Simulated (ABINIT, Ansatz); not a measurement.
**GaN (P6_3mc): G0W0 with ABINIT, start to end**

Wanted: ground state, empty states, screening and self-energy for GaN (P6_3mc).

Method: LDA and many-body steps on it, plane waves, in ABINIT 10.8.3.

The database entry behind the starting cell differs from later determinations by our own check (about 0.3 % short, ideal inner coordinate), so it need not match the best structure at ambient conditions.

## 1. The structure

The structure is hexagonal, space group P6_3mc (No. 186). Conventional cell: a = 3.180 Å, b = 3.180 Å, c = 5.166 Å, α = 90.00°, β = 90.00°, γ = 120.00°. Ga has 4 N at 1.94 to 1.95 Å nearest. Nearest to N lie 4 Ga at 1.94 to 1.95 Å. Farther neighbours and most contacts between anions are not listed.

The cell and positions come from the Crystallography Open Database and are kept as given unless a step says otherwise.

## 2. Ground state

This step: ABINIT 10.8.3; DFT, LDA, plane waves, norm-conserving pseudopotentials.

The ground-state density comes first.

File run.abi:

```
acell 3*1.0 Angstrom
rprim 
  3.179999999980 0.000000000005 0.000000000000
  -1.589999999994 2.753960784015 0.000000000000
  0.000000000000 0.000000000000 5.166000000000
ntypat 2
znucl 31 7
natom 4
typat 1 1 2 2
xred 
  0.333333333333 0.666666666667 0.000000000000
  0.666666666667 0.333333333333 0.500000000000
  0.333333333333 0.666666666667 0.375000000000
  0.666666666667 0.333333333333 0.875000000000
pp_dirpath "pseudos"
pseudos "Ga.upf, N.upf"
ecut 45
ngkpt 6 6 4
nshiftk 1
shiftk 0 0 0
kptopt 1
chksymbreak 0
nband 32
occopt 1
tolvrs 1e-10
nstep 60
prtwf 0
optforces 0
optstress 0
indata_prefix "in"
outdata_prefix "out"
tmpdata_prefix "tmp"
```

Command:

```bash
OMP_NUM_THREADS=1 mpirun -n 4 abinit run.abi > log
```

Numbers of over 12 decimals in the logs are rounded to 6 here.

Log:

```text
.Version 10.8.3 of ABINIT. v10.8.2 released Aug 2026.

 Symmetries : space group P6_3 m c (#186); Bravais hP (primitive hexag.)
================================================================================
 Values of the parameters that define the memory need of the present run
     intxc =       0    ionmov =       0      iscf =       7    lmnmax =       6
     lnmax =       6     mgfft =      60  mpssoang =       3    mqgrid =    3001
     natom =       4  nloc_mem =       1    nspden =       1   nspinor =       1
    nsppol =       1      nsym =      12    n1xccc =    2501    ntypat =       2
    occopt =       1   xclevel =       1
-    mband =          32        mffmem =           1         mkmem =           6
       mpw =        4428          nfft =       96000          nkpt =          21
================================================================================
  Rough estimation (10% accuracy) of disk space for files :
================================================================================

--------------------------------------------------------------------------------
------------- Echo of variables that govern the present computation ------------
--------------------------------------------------------------------------------
 -outvars: echo values of preprocessed input variables --------
            acell      1.8897261259E+00  1.8897261259E+00  1.8897261259E+00 Bohr

      chksymbreak           0
             ecut      4.50000000E+01 Hartree
-          fftalg         312

              ixc       -1012
              kpt      0.00000000E+00  0.00000000E+00  0.00000000E+00
                       1.66666667E-01  0.00000000E+00  0.00000000E+00
                       3.33333333E-01  0.00000000E+00  0.00000000E+00
                       5.00000000E-01  0.00000000E+00  0.00000000E+00
                       1.66666667E-01  1.66666667E-01  0.00000000E+00
                       3.33333333E-01  1.66666667E-01  0.00000000E+00
                       3.33333333E-01  3.33333333E-01  0.00000000E+00
                       0.00000000E+00  0.00000000E+00  2.50000000E-01
                       1.66666667E-01  0.00000000E+00  2.50000000E-01
   [... 10 further rows ...]
                       3.33333333E-01  1.66666667E-01  5.00000000E-01
                       3.33333333E-01  3.33333333E-01  5.00000000E-01
         kptrlatt        6    0    0      0    6    0      0    0    4
          kptrlen      3.60559745E+01
P           mkmem           6
            natom           4
            nband          32
            ngfft          40      40      60
             nkpt          21
            nstep          60
             nsym          12
           ntypat           2
              occ      2.000000  2.000000  2.000000  2.000000  2.000000  2.000000
                       2.000000  2.000000  2.000000  2.000000  2.000000  2.000000
                       2.000000  2.000000  2.000000  2.000000  2.000000  2.000000
                       2.000000  2.000000  2.000000  2.000000  2.000000  2.000000
                       2.000000  2.000000  0.000000  0.000000  0.000000  0.000000
                       0.000000  0.000000
        optforces           0
        optstress           0
            prtwf           0
            rprim      3.1800000000E+00  5.0000000000E-12  0.0000000000E+00
[...]
spgroup         186

           tolvrs      1.00000000E-10

             xred      3.3333333333E-01  6.6666666667E-01  1.1102230246E-16
[...]
znucl       31.00000    7.00000

================================================================================

 chkinp: Checking input parameters for consistency.

================================================================================
== DATASET  1 ==================================================================
-   mpi_nproc: 4, omp_nthreads: 1 (-1 if OMP is not activated)

--- !DatasetInfo
iteration_state: {dtset: 1, }
dimensions: {natom: 4, nkpt: 21, mband: 32, nsppol: 1, nspinor: 1, nspden: 1, mpw: 4428, }
cutoff_energies: {ecut:  45.0, pawecutdg:  -1.0, }
electrons: {nelect:   5.20000000E+01, charge:   0.00000000E+00, occopt:   1.00000000E+00, tsmear:   1.00000000E-02, }

 Real(R)+Recip(G) space primitive vectors, cartesian coordinates (Bohr,Bohr^-1):
 R(1)=  6.0093291  0.0000000  0.0000000  G(1)=  0.1664079  0.0960757  0.0000000
 R(2)= -3.0046645  5.2042316  0.0000000  G(2)=  0.0000000  0.1921513  0.0000000
 R(3)=  0.0000000  0.0000000  9.7623252  G(3)=  0.0000000  0.0000000  0.1024346
 Unit cell volume ucvol=  3.0530638E+02 bohr^3
 Angles (23,13,12)=  9.00000000E+01  9.00000000E+01  1.20000000E+02 degrees

 getcut: wavevector=  0.0000  0.0000  0.0000  ngfft=  40  40  60
         ecut(hartree)=     45.000   => boxcut(ratio)=   2.03529

--- Pseudopotential description ------------------------------------------------
- Ga Generated using ONCVPSP code by D. R. Hamann
- 31.00000  21.00000  180309                  znucl, zion, pspdat
12 -1012 2 -1 1858                            pspcod,pspxc,lmax,lloc,mmax
     nproj     2     2     2
  pspatm : epsatm=   21.89818218
         --- l  ekb(1:nproj) -->
[...]
pspatm: atomic psp has been read  and splines computed

- N Generated using ONCVPSP code by D. R. Hamann
-  7.00000   5.00000  180309                  znucl, zion, pspdat
12 -1012 1 -1 1058                            pspcod,pspxc,lmax,lloc,mmax
     nproj     2     2     0
  pspatm : epsatm=    5.30777321
         --- l  ekb(1:nproj) -->
[...]
pspatm: atomic psp has been read  and splines computed

   2.82941936E+03                                ecore*ucvol(ha*bohr**3)
--------------------------------------------------------------------------------

_setup2: Arith. and geom. avg. npw (full set) are    4401.646    4401.635

================================================================================

--- !BeginCycle
iteration_state: {dtset: 1, }
solver: {iscf: 7, nstep: 60, nline: 4, wfoptalg: 0, }
tolerances: {tolvrs: 1.00E-10, }

     iter   Etot(hartree)      deltaE(h)  residm     vres2
 ETOT  1  -514.27750745515    -5.143E+02 6.608E-01 2.154E+03
 ETOT  2  -516.09506396047    -1.818E+00 1.116E-01 3.072E+03
 ETOT  3  -516.69250533230    -5.974E-01 6.042E-02 4.679E+01
 ETOT  4  -516.69625251155    -3.747E-03 6.262E-02 2.987E+01
 ETOT  5  -516.69861387874    -2.361E-03 3.845E-03 7.527E+00
 ETOT  6  -516.69982544194    -1.212E-03 2.842E-03 6.949E-01
 ETOT  7  -516.69996839050    -1.429E-04 3.870E-04 5.019E-02
 ETOT  8  -516.69997592914    -7.539E-06 8.545E-04 5.322E-03
 ETOT  9  -516.69997685442    -9.253E-07 6.692E-04 2.153E-05
 ETOT 10  -516.69997685906    -4.635E-09 1.820E-03 2.521E-07
 ETOT 11  -516.69997685912    -6.105E-11 7.880E-04 4.846E-10
 ETOT 12  -516.69997685913    -1.205E-11 1.243E-03 6.945E-12

 At SCF step   12       vres2   =  6.95E-12 < tolvrs=  1.00E-10 =>converged.

--- !ResultsGS
iteration_state: {dtset: 1, }
comment   : Summary of ground state results
lattice_vectors:
- [  6.0093291,   0.0000000,   0.0000000, ]
- [ -3.0046645,   5.2042316,   0.0000000, ]
- [  0.0000000,   0.0000000,   9.7623252, ]
lattice_lengths: [   6.00933,    6.00933,    9.76233, ]
lattice_angles: [ 90.000,  90.000, 120.000, ] # degrees, (23, 13, 12)
lattice_volume:   3.0530638E+02
convergence: {deltae: -1.205E-11, res2:  6.945E-12, residm:  1.243E-03, diffor:  0.000E+00, }
etotal    :  -5.16699977E+02
entropy   :   0.00000000E+00
fermie    :   2.44483117E-01
cartesian_stress_tensor: null
pressure_GPa: null
xred      :
- [  3.3333E-01,   6.6667E-01,   1.1102E-16, Ga]
- [  6.6667E-01,   3.3333E-01,   5.0000E-01, Ga]
- [  3.3333E-01,   6.6667E-01,   3.7500E-01,  N]
- [  6.6667E-01,   3.3333E-01,   8.7500E-01,  N]
cartesian_forces: null
force_length_stats: {min: null, max: null, mean: null, }

 Integrated electronic density in atomic spheres:
 ------------------------------------------------
 Atom  Sphere_radius  Integrated_density
[...]
4        2.00000          5.23496742
================================================================================

 ----iterations are completed or convergence reached----

 Mean square residual over all n,k,spin=   19.906E-07; max=  12.428E-04
 reduced coordinates (array xred) for    4 atoms
       0.333333333333      0.666666666667      0.000000000000
       0.666666666667      0.333333333333      0.500000000000
       0.333333333333      0.666666666667      0.375000000000
       0.666666666667      0.333333333333      0.875000000000
 rms dE/dt=  0.0000E+00; max dE/dt=  0.0000E+00; dE/dt below (all hartree)
    1       0.000000000000      0.000000000000      0.000000000000
    2       0.000000000000      0.000000000000      0.000000000000
    3       0.000000000000      0.000000000000      0.000000000000
    4       0.000000000000      0.000000000000      0.000000000000

 cartesian coordinates (angstrom) at end:
    1     -2.67e-12     1.835974     0.000000
    2      1.590000     0.917987     2.583000
    3     -2.67e-12     1.835974     1.937250
    4      1.590000     0.917987     4.520250
 length scales=  1.889726125908  1.889726125908  1.889726125908 bohr
              =  1.000000000000  1.000000000000  1.000000000000 angstroms
 prteigrs : about to open file out_EIG
 Fermi (or HOMO) energy (hartree) =   0.24448   Average Vxc (hartree)=  -0.45096
 Eigenvalues (hartree) for nkpt=  21  k points:
 kpt#   1, nband= 32, wtk=  0.00694, kpt=  0.0000  0.0000  0.0000 (reduced coord)
  -4.95321   -4.95321   -3.15844   -3.15836   -3.15836   -3.15831   -3.15831   -3.15825
  -0.34074   -0.30907   -0.25717   -0.25624   -0.25624   -0.25416   -0.25416   -0.24710
  -0.24710   -0.24358   -0.24358   -0.19102   -0.02091    0.20504    0.20504    0.24211
   0.24448    0.24448    0.31769    0.39920    0.57891    0.60371    0.60371    0.63747
 prteigrs : prtvol=0 or 1, do not print more k-points.

--- !EnergyTerms
iteration_state     : {dtset: 1, }
comment             : Components of total free energy in Hartree
kinetic             :  2.54854200765560E+02
hartree             :  1.99784493347832E+02
xc                  : -5.66752186466041E+01
Ewald energy        : -2.71479429302164E+02
psp_core            :  9.26747547225851E+00
local_psp           : -5.31468816670699E+02
non_local_psp       : -1.20982681825315E+02
total_energy        : -5.16699976859132E+02
total_energy_eV     : -1.40601226436033E+04
band_energy         : -6.22363654253544E+01

== END DATASET(S) ==============================================================
================================================================================

 -outvars: echo values of variables after computation  --------
           etotal     -5.1669997686E+02
            nband          32
             nkpt          21
          spgroup         186
 [... the other variables as echoed above ...]

 Calculation completed.
```

The job ended after 39 s (4 MPI ranks of Arm Neoverse V1, shared host; peak memory 0.38 GiB).

Numbers from this step:

```yaml
total_energy: -14060.1226 eV
gap: 1.992 eV
k_of_the_valence_top: 0, 0, 0
k_of_the_conduction_bottom: 0, 0, 0
least_direct_gap: 1.992 eV
```

The gap is direct, at Γ.

(Part 1 of 3 ends here.)

[Paths, hosts, dates, memory and timing lines, banners, echoed tables and standing remarks are left out of the program output.]

[Logs are printed without paths, hosts, clocks, repeated set-up lines and the standing remarks that a program may print on its own settings, such as how far it seeks lower states.]

[Runs of the session that timed out or met a known fault of the program may be left out.]

[Hosts, paths, dates, database ids (printed as entryN), source tags and the programs' standing remarks are cut or masked in the printed files.]

[G0W0 gaps are taken among the corrected bands and points alone; a level outside them can change the order at an edge.]

[Where Ansatz stands beside ABINIT at settings called matched, ABINIT's density can come from a denser mesh and the files from another edition; pairs whose starting gaps differed by over 0.03 eV were left out, so agreement reads better than it is.]
